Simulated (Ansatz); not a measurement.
**AgB (hypothetical, Pm-3m): phonons against volume**

Aim: how the vibrations of AgB (hypothetical) shift with volume, and the expansion that follows. The crystal structure is hypothetical: it was made by swapping elements on a known structure type.

Main program and level: Ansatz 0.2.0; DFT PBEsol, scalar-relativistic, plane waves, PAW.

**1. Set-up**

The structure is cubic, space group Pm-3m (No. 221). Conventional cell: a = 3.045 Å, b = 3.045 Å, c = 3.045 Å, α = 90.00°, β = 90.00°, γ = 90.00°. Nearest to B lie 8 Ag at 2.64 Å. Nearest to Ag lie 8 B at 2.64 Å. Farther neighbours are not listed.

Coordinates:

```cif
data_structure
_symmetry_space_group_name_H-M 'P 1'
_symmetry_Int_Tables_number 1
_cell_length_a 3.0448
_cell_length_b 3.0448
_cell_length_c 3.0448
_cell_angle_alpha 90.000
_cell_angle_beta 90.000
_cell_angle_gamma 90.000
_cell_volume 28.23
loop_
_atom_site_label
_atom_site_type_symbol
_atom_site_fract_x
_atom_site_fract_y
_atom_site_fract_z
_atom_site_occupancy
B1 B 0.50000 0.50000 0.50000 1
Ag2 Ag 0.00000 0.00000 0.00000 1
```

**2. A first coarse run**

Before spending time, one coarse run tells the gap and the pressure of the starting cell.

Contents of input.yaml:

```yaml
crystal:
  lattice:
    - [3.04475, 0.0, 0.0]
    - [0.0, 3.04475, 0.0]
    - [0.0, 0.0, 3.04475]
  atoms:
    - { symbol: B, position: [0.5, 0.5, 0.5] }
    - { symbol: Ag, position: [0.0, 0.0, 0.0] }
kpoints:
  mp_grid: { grid: [6, 6, 6] }
hamiltonian:
  xc: pbesol
scf:
  occupations: { method: gaussian, width: 0.1 }
output:
  forces: true
  stress: true
  eigenvalues: true
```

Launch:

```bash
ansatz run input.yaml --threads 4 --pin off --max-ram 8192MiB --backend cpu --events-out ev --progress --plain --runs-dir out
```

Numbers of over 12 decimals in the logs are rounded to 6 here.

Log:

```text
Engine: ansatz 0.2.0, aarch64-unknown-linux-gnu
Pseudopotentials: kind: paw
Pseudopotential: B, paw, valence charge 3, recommended cutoff 420 eV (normal), B.paw.azcp
Pseudopotential: Ag, paw, valence charge 19, recommended cutoff 420 eV (normal), Ag.paw.azcp
Functional definition: PBEsol
  exchange = pbesol_x
  correlation = pbesol_c
Crystal: 2 atoms, lattice volume = 28.226 Å³
Basis set: ecut = 420 eV, 515 PW (Γ), exchange–correlation on 48×48×48 points (8 copies of the dense FFT grid, shifted against one another)
Bands: 15, of which v1, the nominal top of the filled ones, is band 11 counted from 1 (10 counted from 0)
Symmetry: 48 space group operations
Space group: Pm-3m (ITA 221), of the structure as read, at distance tolerance 3.0e-5 Å
k-points: 20 of 216
Non-local potential: B, projectors of the file, l = 0: 2, l = 1: 2, l = 2: 1
Non-local potential: Ag, projectors of the file, l = 0: 3, l = 1: 2, l = 2: 2, l = 3: 1
PAW form: soft (Blöchl's): semilocal exchange-correlation on the pseudo side does not see the compensation charge
PAW frozen core: B, regenerated for the run's functional, and the local potential with it (the file was generated under x = pbe(κ = 0.804, μ = 0.219515), c = pbe(β = 0.066725))
PAW frozen core: Ag, regenerated for the run's functional, and the local potential with it (the file was generated under x = pbe(κ = 0.804, μ = 0.219515), c = pbe(β = 0.066725))
PAW one-centre angular grid: B, 110 points (default); XC on 64 Gauss nodes
PAW one-centre angular grid: Ag, 590 points (default); XC on 64 Gauss nodes
Initial density: superposition of atomic densities (neutral atoms: chi_scale 0, normalization atom), corrected by the library's trained network
Initial wavefunctions: pseudopotential atomic-orbital guess
Functional: x = pbesol(κ = 0.804, μ = 0.123457), c = pbesol(β = 0.046)
SCF iter   1: F=—  HF=-7671.975945 eV  |F-HF|=—  |Δ(HF+E_count)|=         —  Δρ=7.88e-3  dr2=1.75e-2  ethr=1.77e-3  ⟨swp⟩=4.2  Hψ=1329  notcnv=0
preconditioner: auto → none  [insulator: Δε(μ)=0.126 eV  Ē_g=9.899 eV  σ=0.100 eV  W_gap=0.60  n_scr=6 (ndim 8)  ℏωp=26.2 eV  f_vac=0.000  D(μ)=1.18/eV (n_scr^D=6)  ε∞_Penn≈8.0]
SCF iter   2: F=—  HF=-7671.969637 eV  |F-HF|=—  |Δ(HF+E_count)|=   6.31e-3  Δρ=1.93e-3  dr2=9.16e-4  ethr=7.96e-5  ⟨swp⟩=2.6  Hψ=614  notcnv=0
SCF iter   3: F=—  HF=-7671.969550 eV  |F-HF|=—  |Δ(HF+E_count)|=   8.64e-5  Δρ=1.42e-3  dr2=6.79e-4  ethr=4.17e-6  ⟨swp⟩=2.0  Hψ=423  notcnv=0
SCF iter   4: F=—  HF=-7671.969394 eV  |F-HF|=—  |Δ(HF+E_count)|=   1.56e-4  Δρ=4.50e-4  dr2=1.44e-5  ethr=3.09e-6  ⟨swp⟩=2.1  Hψ=411  notcnv=0
SCF iter   5: F=—  HF=-7671.969387 eV  |F-HF|=—  |Δ(HF+E_count)|=   7.55e-6  Δρ=2.63e-5  dr2=5.46e-8  ethr=6.53e-8  ⟨swp⟩=2.9  Hψ=509  notcnv=0
SCF iter   6: F=-7671.969387 eV  HF=-7671.969387 eV  |F-HF|=1.30e-9  |Δ(HF+E_count)|=   5.93e-8  Δρ=4.12e-6  dr2=1.29e-9  ethr=2.48e-10  ⟨swp⟩=2.6  Hψ=1000  notcnv=0
SCF 1 converged in 6 iterations: F = -7671.969387 eV  dr2 = 1.29e-9
  greatest PAW one-centre occupation: 1.001 electrons in one spin orbital (limit 2), on the Ag atom at site 1 (counted from 0), in its partial waves of l = 0
SCF converged after 6 iterations
Free energy (F): -7671.969387 eV
Harris-Foulkes:  -7671.969387 eV  (|F-HF|=1.30e-9)
Internal energy: -7671.963697 eV  (E = F + TS)
E sigma→0 (E₀):  -7671.966542 eV
Entropy (-TS):   -0.005690 eV (-2.845 meV/atom)
Fermi energy:    12.897865 eV
--- Per-component energies (eV) ---
  E_band       = -303.096825
  E_kinetic    = 561.180842
  E_local      = -2739.976315  (includes V_loc(G=0)·N_el)
  E_nonlocal   = 95.989287
  E_hartree    = 1229.311078
  E_xc         = -211.481357
  E_vxc        = -267.034914  (∫ρ·V_xc dr)
  E_paw        = -3908.716803  (= ΣΔE_a)
  E_vpaw       = -411.878598  (= ΣTr[D̂ρ^β])
  E_aug_tail   = 0.000294  (compensation charges beyond the density's cutoff)
  E_ewald      = -2698.608173
  E_core_change = 0.337450  (= ΣΔE_core)
  E_smearing   = -0.005690  (= −TS)
  E_closure    = -0.000000  (closes the sum)
  Σ components = -7671.969387   (vs F -7671.969387, Δ=0.00e0)
--- Forces (eV/Å), atoms counted from 1 ---
  atom   1  B      0.00000000     0.00000000     0.00000000
  atom   2  Ag    -0.00000000     0.00000000    -0.00000000
  max |Σ_I F_I| component: 4.60e-31 eV/Å
--- Stress (GPa, compression-positive) ---
      -16.401912       0.000000       0.000000
       -0.000000     -16.401912       0.000000
        0.000000       0.000000     -16.401912
  P = ⅓ Tr σ = -16.4019 GPa (-164.019 kbar)
--- Band table (eV; the first three rows and the last of 20) ---
  k-point 0: bands = [... 7 lower, 8.7686, 8.7686, 8.7686, 14.7951, 14.7951, 14.7951, 19.5003, 24.2905]
  k-point 1: bands = [... 7 lower, 8.5171, 8.5171, 8.7864, 13.1907, 15.3383, 15.3383, 20.2359, 24.1248]
  k-point 2: bands = [... 7 lower, 8.0856, 8.0856, 8.8223, 11.0366, 16.5089, 16.5089, 21.1055, 23.7588]
  k-point 19: bands = [... 7 lower, 9.3998, 9.3998, 10.0734, 15.0671, 15.0671, 15.0671, 17.0752, 17.0752]
```

Run time: 3.3 s. Hardware: 4 threads of Arm Neoverse V1, shared host; peak memory 0.32 GiB; 1.4 s of CPU time.

This step gave:

```yaml
pressure: -16.40 GPa
volume_per_atom: 14.11 Å³
gap_on_the_k_mesh: 0 eV
```

The start is under -16 GPa at this level and looks like a metal on this mesh.

**3. A loose first relaxation**

The start is far from rest, so a relaxation with loose thresholds first brings it near the minimum.

Edit input.yaml of step 2 so:

```diff
@@ -18 +18,6 @@
   eigenvalues: true
+relax:
+  adjacent_minimum: "off"
+  f_tol: 0.05
+  max_steps: 80
+  cell: { stress_tol: 0.5 }
```

Log:

```text
[...]
Crystal: 2 atoms, lattice volume = 28.226 Å³
Basis set: ecut = 420 eV, 515 PW (Γ), exchange–correlation on 48×48×48 points (8 copies of the dense FFT grid, shifted against one another)
Bands: 15, of which v1, the nominal top of the filled ones, is band 11 counted from 1 (10 counted from 0)
Symmetry: 48 space group operations
[...]
k-points: 20 of 216
[...]
SCF iter   1: F=—  HF=-7671.975945 eV  |F-HF|=—  |Δ(HF+E_count)|=         —  Δρ=7.88e-3  dr2=1.75e-2  ethr=1.77e-3  ⟨swp⟩=4.2  Hψ=1329  notcnv=0
[...]
SCF iter   6: F=-7671.969387 eV  HF=-7671.969387 eV  |F-HF|=1.30e-9  |Δ(HF+E_count)|=   5.93e-8  Δρ=4.12e-6  dr2=1.29e-9  ethr=2.48e-10  ⟨swp⟩=2.6  Hψ=1000  notcnv=0
SCF 1 converged in 6 iterations: F = -7671.969387 eV  dr2 = 1.29e-9
[...]
relax step   1: F+E_penalty+E_count = -7671.96938680 eV  Δ(F+E_penalty+E_count) = +0.000e0 eV  max|allowed force component| = 5.916e-31 eV/Å  Δτ_max = 0.0000 Å  P = -16.402 GPa  Ω = 28.226 Å³  (6 SCF iters, dr2 threshold 1.00e-7 eV, accepted)
Crystal: 2 atoms, lattice volume = 24.296 Å³
Basis set: ecut = 420 eV, 461 PW (Γ), exchange–correlation on 48×48×48 points (8 copies of the dense FFT grid, shifted against one another)
[...]
iter 1 solved again at ethr=1.68e-3 eV; its pass at ethr=3.10e-3 eV (dr2=3.69e-1 eV) is discarded
[...]
SCF iter   7: F=-7672.258692 eV  HF=-7672.258692 eV  |F-HF|=1.50e-9  |Δ(HF+E_count)|=   7.86e-8  Δρ=2.67e-6  dr2=1.97e-9  ethr=9.09e-10  ⟨swp⟩=4.7  Hψ=1005  notcnv=0
SCF 2 converged in 7 iterations: F = -7672.258692 eV  dr2 = 1.97e-9
relax step   2: F+E_penalty+E_count = -7672.25869162 eV  Δ(F+E_penalty+E_count) = -2.893e-1 eV  max|allowed force component| = 1.233e-31 eV/Å  Δτ_max = 0.0000 Å  P = -5.507 GPa  Ω = 24.296 Å³  energy of the carried Pulay correction = +2.077e-3 eV  (7 SCF iters, dr2 threshold 2.00e-7 eV, accepted)
Crystal: 2 atoms, lattice volume = 22.702 Å³
[...]
SCF iter   6: F=-7672.271810 eV  HF=-7672.271810 eV  |F-HF|=2.82e-11  |Δ(HF+E_count)|=   1.38e-9  Δρ=7.95e-7  dr2=2.92e-11  ethr=2.23e-11  ⟨swp⟩=1.8  Hψ=908  notcnv=0
SCF 3 converged in 6 iterations: F = -7672.271810 eV  dr2 = 2.92e-11
relax step   3: F+E_penalty+E_count = -7672.27180974 eV  Δ(F+E_penalty+E_count) = -1.312e-2 eV  max|allowed force component| = 5.752e-32 eV/Å  Δτ_max = 0.0000 Å  P = +4.139 GPa  Ω = 22.702 Å³  energy of the carried Pulay correction = +3.011e-3 eV  (6 SCF iters, dr2 threshold 2.00e-7 eV, accepted)
[...]
relax step   4: F+E_penalty+E_count = -7672.27813023 eV  Δ(F+E_penalty+E_count) = -6.320e-3 eV  max|allowed force component| = 7.396e-32 eV/Å  Δτ_max = 0.0000 Å  P = -0.652 GPa  Ω = 23.360 Å³  energy of the carried Pulay correction = +2.619e-3 eV  (6 SCF iters, dr2 threshold 2.00e-7 eV, accepted)
[...]
relax step   5: F+E_penalty+E_count = -7672.27839720 eV  Δ(F+E_penalty+E_count) = -2.670e-4 eV  max|allowed force component| = 5.259e-31 eV/Å  Δτ_max = 0.0000 Å  P = -0.002 GPa  Ω = 23.259 Å³  energy of the carried Pulay correction = +2.678e-3 eV  (6 SCF iters, dr2 threshold 2.00e-7 eV, accepted)
Basis set: ecut = 420 eV, 461 PW (Γ), exchange–correlation on 40×40×40 points (8 copies of the dense FFT grid, shifted against one another)
[...]
SCF iter   6: F=-7672.276372 eV  HF=-7672.276372 eV  |F-HF|=4.55e-12  |Δ(HF+E_count)|=  9.09e-13  Δρ=8.33e-9  dr2=4.25e-15  ethr=1.00e-12  ⟨swp⟩=1.1  Hψ=682  notcnv=0
SCF 6 converged in 6 iterations: F = -7672.276372 eV  dr2 = 4.25e-15
relax step   6: F+E_penalty+E_count = -7672.27637229 eV  Δ(F+E_penalty+E_count) = +2.025e-3 eV  max|allowed force component| = 2.301e-31 eV/Å  Δτ_max = 0.0000 Å  P = -0.055 GPa  Ω = 23.259 Å³  stress off target by 5.53e-2 GPa  SCF on the basis re-selected at this cell (its energy is not comparable with the rows above)  (6 SCF iters)
basis re-selected at this cell: Δ(F+E_penalty+E_count) = +2.025e-3 eV, ΔP = -0.054 GPa vs the last step (what re-selecting the basis moved, of the pressure what is left beyond the Pulay correction that the steps carried, after the strain that the cell walked since its last selection, with what the two solves' SCF thresholds leave and, on support functions, any second-order correction that the steps lacked; it is no measure of the basis error at this ecutwfc). The dense FFT grid was sized anew with the basis: this SCF ran on 20×20×20 points, the steps before it on 24×24×24, so part of this shift can come from that change (see relax.cell in the input reference). [rest of the remark cut]
SCF converged after 6 iterations
Free energy (F): -7672.276372 eV
[...]
Internal energy: -7672.271040 eV  (E = F + TS)
E sigma→0 (E₀):  -7672.273706 eV
Entropy (-TS):   -0.005332 eV (-2.666 meV/atom)
Fermi energy:    17.086253 eV
[...]
--- Stress (GPa, compression-positive) ---
       -0.055269      -0.000000      -0.000000
       -0.000000      -0.055269       0.000000
       -0.000000       0.000000      -0.055269
  P = ⅓ Tr σ = -0.0553 GPa (-0.553 kbar)
--- Band table (eV; the first three rows and the last of 20) ---
  k-point 0: bands = [... 7 lower, 12.0720, 12.0720, 12.0720, 18.6559, 18.6559, 18.6559, 25.6956, 29.1998]
  k-point 1: bands = [... 7 lower, 11.7048, 11.7048, 12.0978, 17.0122, 19.3758, 19.3758, 26.2731, 28.7762]
  k-point 2: bands = [... 7 lower, 11.0952, 11.0952, 12.1498, 14.7496, 20.9065, 20.9065, 26.8835, 27.9288]
  k-point 19: bands = [... 7 lower, 12.9523, 12.9523, 14.2594, 19.4672, 19.4672, 19.4672, 21.0572, 21.0572]
--- Relaxed structure (5 steps of the walk, 5 accepted, 1 SCFs on fresh bases) ---
  F+E_penalty+E_count = -7672.27637229 eV   max|allowed force component| = 2.301e-31 eV/Å   (the final SCF, on the basis selected at the relaxed cell)
  cell:  # Å, volume = 23.2591 Å³
    - [2.854505, 0, 0]
    - [0, 2.854505, 0]
    - [0, 0, 2.854505]
  atoms:
    - { symbol: B, position: [0.500000, 0.500000, 0.500000] }
    - { symbol: Ag, position: [0, 0, 0] }
```

It took 1.7 s on 4 threads; peak memory 0.32 GiB.

Step by step:

| step | energy less that of the first step (eV) | largest force component (eV/Å) | pressure (GPa) | volume (Å³) |
| --- | --- | --- | --- | --- |
| 1 | 0.0000 | 0.0000 | -16.40 | 28.23 |
| 2 | -0.2893 | 0.0000 | -5.51 | 24.30 |
| 3 | -0.3024 | 0.0000 | 4.14 | 22.70 |
| 4 | -0.3087 | 0.0000 | -0.65 | 23.36 |
| 5 | -0.3090 | 0.0000 | 0.00 | 23.26 |
| 6* | -0.3070 | 0.0000 | -0.06 | 23.26 |

Relaxation steps marked * repeat the geometry before them on a plane-wave basis chosen anew for their cell, so energy and pressure can jump there.

Forces are held to the 48 operations that the run works with; a distortion that breaks them can't arise in this run.

| conventional cell, symmetrised | before | after | change |
| --- | --- | --- | --- |
| a (Å) | 3.045 | 2.855 | -6.2 % |
| b (Å) | 3.045 | 2.855 | -6.2 % |
| c (Å) | 3.045 | 2.855 | -6.2 % |
| volume (Å³/atom) | 14.11 | 11.63 | -17.6 % |

Final coordinates:

```cif
data_structure
_symmetry_space_group_name_H-M 'P 1'
_symmetry_Int_Tables_number 1
_cell_length_a 2.8545
_cell_length_b 2.8545
_cell_length_c 2.8545
_cell_angle_alpha 90.000
_cell_angle_beta 90.000
_cell_angle_gamma 90.000
_cell_volume 23.26
loop_
_atom_site_label
_atom_site_type_symbol
_atom_site_fract_x
_atom_site_fract_y
_atom_site_fract_z
_atom_site_occupancy
B1 B 0.50000 0.50000 0.50000 1
Ag2 Ag 0.00000 0.00000 0.00000 1
```

Numbers from this step:

- pressure: -0.05527 GPa
- volume per atom: 11.63 Å³

The relaxation ends with a pressure of -0.06 GPa.

(Continued in part 2 of 5.)

[Logs are printed without paths, hosts, clocks, repeated set-up lines and the standing remarks that a program may print on its own settings, such as how far it seeks lower states.]

[Hosts, paths, dates, database ids (printed as entryN), source tags and the programs' standing remarks are cut or masked in the printed files.]

[A step with changed settings may run another functional than the one named; its input shows which.]

[Of the runs on displaced cells, only some may be shown.]
